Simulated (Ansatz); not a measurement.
**Tl2PtC2 (built on the sites of a database entry of Na2PdC2): phonons and vibrational spectra**

Wanted: vibrations and spectra of Tl2PtC2 (built on the sites of a database entry of Na2PdC2); the cell is already relaxed. After the zone centre comes a 2×2×2 q mesh on a 10×10×6 k mesh.

Main program and level: Ansatz 0.2.0; DFT PBEsol, scalar-relativistic, plane waves, PAW.

The structure was built from a prototype and need not be the compound's stable phase.

**1. The starting structure**

It takes space group P-3m1 (No. 164, trigonal). The conventional cell has a = 4.907 Å, b = 4.907 Å, c = 5.210 Å, α = 90.00°, β = 90.00°, γ = 120.00°. Nearest to Tl lie 3 C at 2.98 Å and 3 Pt at 3.02 Å. Pt has 2 C at 1.97 Å and 6 Tl at 3.02 Å nearest. Nearest to C lie 1 C at 1.27 Å and 1 Pt at 1.97 Å. Farther neighbours are not listed.

**2. Linear response at the zone centre**

The cell comes from relaxations at this level that are not shown. The zone centre comes first: it holds the modes that light can see, as far as symmetry allows. No field response is asked, since the mesh shows no gap.

input.yaml

```yaml
crystal:
  lattice:
    - [4.9068469888, -3.3938e-06, 0.0]
    - [-2.4534205553, 4.2494558416, 0.0]
    - [0.0, 0.0, 5.2095241648]
  atoms:
    - { symbol: Tl, position: [0.3333333333, 0.6666666667, 0.7966088505] }
    - { symbol: Tl, position: [0.6666666667, 0.3333333333, 0.2033911495] }
    - { symbol: Pt, position: [0.0, 0.0, 0.0] }
    - { symbol: C, position: [0.0, 0.0, 0.6218403294] }
    - { symbol: C, position: [0.0, 0.0, 0.3781596706] }
kpoints:
  mp_grid: { grid: [10, 10, 6] }
hamiltonian:
  xc: pbesol
scf:
  occupations: { method: methfessel_paxton, width: 0.15 }
output:
  eigenvalues: true
phonons:
  method: dfpt
```

The run is started by

```sh
$ ansatz run input.yaml --threads 8 --pin off --max-ram 14336MiB --backend cpu --events-out ev --progress --plain --runs-dir out
```

Numbers of over 12 decimals in the logs are rounded to 6 here.

The log of the run:

```text
Engine: ansatz 0.2.0, aarch64-unknown-linux-gnu
Pseudopotentials: kind: paw
Pseudopotential: Tl, paw, valence charge 13, recommended cutoff 420 eV (normal), Tl.paw.azcp
Pseudopotential: Pt, paw, valence charge 18, recommended cutoff 420 eV (normal), Pt.paw.azcp
Pseudopotential: C, paw, valence charge 4, recommended cutoff 420 eV (normal), C.paw.azcp
Functional definition: PBEsol
  exchange = pbesol_x
  correlation = pbesol_c
Crystal: 5 atoms, lattice volume = 108.626 Å³
Basis set: ecut = 420 eV, 2123 PW (Γ), exchange–correlation on 72×72×72 points (8 copies of the dense FFT grid, shifted against one another)
Bands: 32, of which v1, the nominal top of the filled ones, is band 26 counted from 1 (25 counted from 0)
Symmetry: 12 space group operations
k-points: 172 of 600 (irreducible under 2 space group operations, time reversal used)
Non-local potential: Tl, projectors of the file, l = 0: 2, l = 1: 2, l = 2: 2, l = 3: 1
Non-local potential: Pt, projectors of the file, l = 0: 3, l = 1: 2, l = 2: 2, l = 3: 1
Non-local potential: C, projectors of the file, l = 0: 2, l = 1: 2, l = 2: 1
PAW form: soft (Blöchl's): semilocal exchange-correlation on the pseudo side does not see the compensation charge
PAW frozen core: Tl, regenerated for the run's functional, and the local potential with it (the file was generated under x = pbe(κ = 0.804, μ = 0.219515), c = pbe(β = 0.066725))
PAW frozen core: Pt, regenerated for the run's functional, and the local potential with it (the file was generated under x = pbe(κ = 0.804, μ = 0.219515), c = pbe(β = 0.066725))
PAW frozen core: C, regenerated for the run's functional, and the local potential with it (the file was generated under x = pbe(κ = 0.804, μ = 0.219515), c = pbe(β = 0.066725))
PAW one-centre angular grid: Tl, 590 points (default); XC on 64 Gauss nodes
PAW one-centre angular grid: Pt, 590 points (default); XC on 64 Gauss nodes
PAW one-centre angular grid: C, 110 points (default); XC on 64 Gauss nodes
Initial density: superposition of atomic densities (neutral atoms: chi_scale 0, normalization atom), corrected by the library's trained network
Initial wavefunctions: pseudopotential atomic-orbital guess
Functional: x = pbesol(κ = 0.804, μ = 0.123457), c = pbesol(β = 0.046)
SCF iter   1: F=—  HF=-35466.010154 eV  |F-HF|=—  |Δ(HF+E_count)|=         —  Δρ=4.18e-3  dr2=1.72e-2  ethr=1.77e-3  ⟨swp⟩=5.7  Hψ=21721  notcnv=0
preconditioner: auto → Resta (q_TF=auto, 2.413 Å⁻¹)  ε∞=5.6  [insulator: Δε(μ)=0.154 eV  Ē_g=11.014 eV  σ=0.150 eV  W_gap=0.57  n_scr=22 (ndim 8)  ℏωp=23.6 eV  f_vac=0.065  D(μ)=0.20/eV (n_scr^D=0)  ε∞_Penn≈5.6]
SCF iter   2: F=—  HF=-35466.008955 eV  |F-HF|=—  |Δ(HF+E_count)|=   1.20e-3  S|Δr|=    0.00e0  Δρ=1.89e-3  dr2=2.92e-3  ethr=3.31e-5  ⟨swp⟩=2.1  Hψ=9822  notcnv=0
SCF iter   3: F=—  HF=-35466.009281 eV  |F-HF|=—  |Δ(HF+E_count)|=   3.26e-4  S|Δr|=    0.00e0  Δρ=6.70e-4  dr2=9.44e-4  ethr=5.62e-6  ⟨swp⟩=3.0  Hψ=9865  notcnv=0
SCF iter   4: F=—  HF=-35466.009410 eV  |F-HF|=—  |Δ(HF+E_count)|=   1.29e-4  S|Δr|=    0.00e0  Δρ=3.49e-4  dr2=2.00e-4  ethr=1.82e-6  ⟨swp⟩=2.0  Hψ=7189  notcnv=0
SCF iter   5: F=—  HF=-35466.009504 eV  |F-HF|=—  |Δ(HF+E_count)|=   9.33e-5  S|Δr|=    0.00e0  Δρ=1.03e-4  dr2=2.04e-5  ethr=3.86e-7  ⟨swp⟩=2.0  Hψ=7131  notcnv=0
SCF iter   6: F=—  HF=-35466.009533 eV  |F-HF|=—  |Δ(HF+E_count)|=   2.96e-5  S|Δr|=    0.00e0  Δρ=2.85e-5  dr2=1.48e-6  ethr=3.92e-8  ⟨swp⟩=2.0  Hψ=7612  notcnv=0
SCF iter   7: F=—  HF=-35466.009535 eV  |F-HF|=—  |Δ(HF+E_count)|=   2.39e-6  S|Δr|=    0.00e0  Δρ=9.23e-6  dr2=9.54e-8  ethr=2.84e-9  ⟨swp⟩=2.0  Hψ=8935  notcnv=0
SCF iter   8: F=—  HF=-35466.009536 eV  |F-HF|=—  |Δ(HF+E_count)|=   1.05e-7  S|Δr|=    0.00e0  Δρ=1.81e-6  dr2=3.86e-9  ethr=1.84e-10  ⟨swp⟩=2.0  Hψ=8941  notcnv=0
SCF iter   9: F=—  HF=-35466.009536 eV  |F-HF|=—  |Δ(HF+E_count)|=   6.24e-9  S|Δr|=    0.00e0  Δρ=4.31e-7  dr2=2.06e-10  ethr=7.42e-12  ⟨swp⟩=2.0  Hψ=8902  notcnv=0
SCF iter  10: F=-35466.009536 eV  HF=-35466.009536 eV  |F-HF|=7.28e-12  |Δ(HF+E_count)|=  3.35e-10  S|Δr|=    0.00e0  Δρ=7.25e-8  dr2=6.49e-12  ethr=1.00e-12  ⟨swp⟩=8.6  Hψ=31929  notcnv=0
SCF 1 converged in 10 iterations: F = -35466.009536 eV  dr2 = 6.49e-12
  greatest PAW one-centre occupation: 1.000 electrons in one spin orbital (limit 2), on the Pt atom at site 2 (counted from 0), in its partial waves of l = 0
DFPT response loops at Γ: preconditioner auto → Kerker (q_TF=auto, 2.413 Å⁻¹) (partly filled bands, converged f_vac=0.071); β = 1.00, the filter's whole step (`scf.mixing.beta` (0.50) is not read by the response loops under this deck's `scf.mixing.preconditioner`; to damp them name `kerker` or `kerker_dos`, under which they read `scf.mixing.beta`, and type it under 1.00, their step now; both keys bind the ground state too); Broyden in place of MSR1
SCF converged after 10 iterations
Stability not checked: this state was not tested for a lower state beside it, because cold or Methfessel-Paxton smearing, or corrected tetrahedra, fill the levels in a way that the test cannot read (fill_not_monotonic; see scf.lower_state_search)
Free energy (F): -35466.009536 eV
Harris-Foulkes:  -35466.009536 eV  (|F-HF|=7.28e-12)
Internal energy: -35466.010437 eV  (E = F + TS)
E sigma→0 (E₀):  -35466.009761 eV
Entropy (-TS):   0.000902 eV (0.180 meV/atom)
Fermi energy:    8.917419 eV
Step filling:    the computed levels leave a gap of 0.0027 eV = 0.0 smearing widths at the electron count; against every level under it full and every level over it empty, smearing changes F+E_penalty+E_count by -0.341 meV and its σ→0 estimate by -0.566 meV
--- Per-component energies (eV) ---
  E_band       = -390.579752
  E_kinetic    = 1478.142750
  E_local      = -5161.838534  (includes V_loc(G=0)·N_el)
  E_nonlocal   = 897.287707
  E_hartree    = 1974.071799
  E_xc         = -811.167953
  E_vxc        = -702.199009  (∫ρ·V_xc dr)
  E_paw        = -29540.480550  (= ΣΔE_a)
  E_vpaw       = -850.116580  (= ΣTr[D̂ρ^β])
  E_aug_tail   = 0.000282  (compensation charges beyond the density's cutoff)
  E_ewald      = -4302.431651
  E_core_change = 0.405712  (= ΣΔE_core)
  E_smearing   = 0.000902  (= −TS)
  E_closure    = 0.000000  (closes the sum)
  Σ components = -35466.009536   (vs F -35466.009536, Δ=0.00e0)
--- Band table (eV; the first three rows and the last of 172) ---
  k-point 0: bands = [... 22 lower, 5.9323, 5.9323, 6.2152, 8.2675, 11.5861, 12.0655, 12.0655, 13.0281, ... 2 higher]
  k-point 1: bands = [... 22 lower, 6.1671, 6.4737, 6.4737, 8.5947, 11.3908, 11.7896, 11.7896, 12.8310, ... 2 higher]
  k-point 2: bands = [... 22 lower, 6.4734, 7.5097, 7.5097, 9.1803, 10.8630, 10.8630, 11.1155, 12.8118, ... 2 higher]
  k-point 171: bands = [... 22 lower, 6.2828, 6.3515, 7.2973, 7.7195, 9.9958, 10.3576, 13.0430, 13.1212, ... 2 higher]
--- Phonons (Γ-DFPT): 6 representative perturbations + reference, on 172 of 600 k-points (Σ response iterations 20) ---
  k mesh reduced under 2 symmetry operations, with k and −k counted as one. Each operation leaves every solved perturbation unchanged. A smaller set is not used because it would not reduce the number of displacements times k-points to solve
  ASR residual: 4.704e-5 → 0.000e0 eV/Å²; symmetrization residual: 2.528e-4 eV/Å²
  ASR residual per site (eV/Å²): 3.42e-5 3.42e-5 4.70e-5 1.75e-5 1.75e-5
  Γ frequencies (cm⁻¹): 0.00 0.00 0.00 11.46 46.14 66.34 66.34 86.45 86.45 244.01 244.01 385.94 385.94 575.39 1816.54
  non-analytic LO–TO correction: not included (Born effective charges unavailable; polar crystals: no LO–TO splitting at Γ)
```

Wall time 50 s (8 threads of Arm Neoverse V2, shared host); peak memory 2.1 GiB.

The column dr2 measures how far the density is from self-consistency, as an energy; F and HF (Harris–Foulkes) agree once it is small.

Numbers from this step:

```yaml
volume_per_atom: 21.73 Å³
gap_on_the_k_mesh: 0 eV
sum_rule_residual_before_enforcement: 4.70e-5 eV/Å²
point_group: -3m
highest_optical_mode_at_the_zone_centre_no_lo_to_term: 1817 cm⁻¹
lowest_optical_zone_centre_mode: 11.46 cm⁻¹
```

Patterns of degenerate modes are one choice out of their space. The modes at Γ (shares of kinetic energy by element, %):

```
mode  frequency (cm⁻¹)  symmetry  Tl %  Pt %  C %
   1               0.0  acoustic    65    31    4
   2               0.0  acoustic    65    31    4
   3               0.0  acoustic    65    31    4
   4              11.5       A2u    35    58    7
   5              46.1       A1g   100     0    0
   6              66.3        Eg   100     0    0
   7              66.3        Eg   100     0    0
   8              86.5        Eu    35    62    3
   9              86.5        Eu    35    62    3
  10             244.0        Eu     0     7   93
  11             244.0        Eu     0     7   93
  12             385.9        Eg     0     0  100
  13             385.9        Eg     0     0  100
  14             575.4       A2u     0    11   89
  15            1816.5       A1g     0     0  100
```

Displacements in mode 5 (46.1 cm⁻¹), the largest set to 1:
```
Tl1  0.00  0.00  1.00
Tl2  0.00  0.00 -1.00
Pt3  0.00  0.00  0.00
C4   0.00  0.00 -0.01
C5   0.00  0.00  0.01
```

Displacements in mode 11 (244.0 cm⁻¹), the largest set to 1:
```
Tl1 -0.01  0.00  0.00
Tl2 -0.01  0.00  0.00
Pt3 -0.10  0.00  0.00
C4   1.00  0.00  0.00
C5   1.00  0.00  0.00
```

Before it was imposed, the acoustic sum rule was missed by 4.7e-5 eV/Å². Small misses are needed for a sound result but don't prove that mesh and cutoff are converged. The lowest optical mode is real, 11.5 cm⁻¹.

[end of part 1 of 2]

[Logs are printed without paths, hosts, clocks, repeated set-up lines and the standing remarks that a program may print on its own settings, such as how far it seeks lower states.]

[Hosts, paths, dates, database ids (printed as entryN), source tags and the programs' standing remarks are cut or masked in the printed files.]
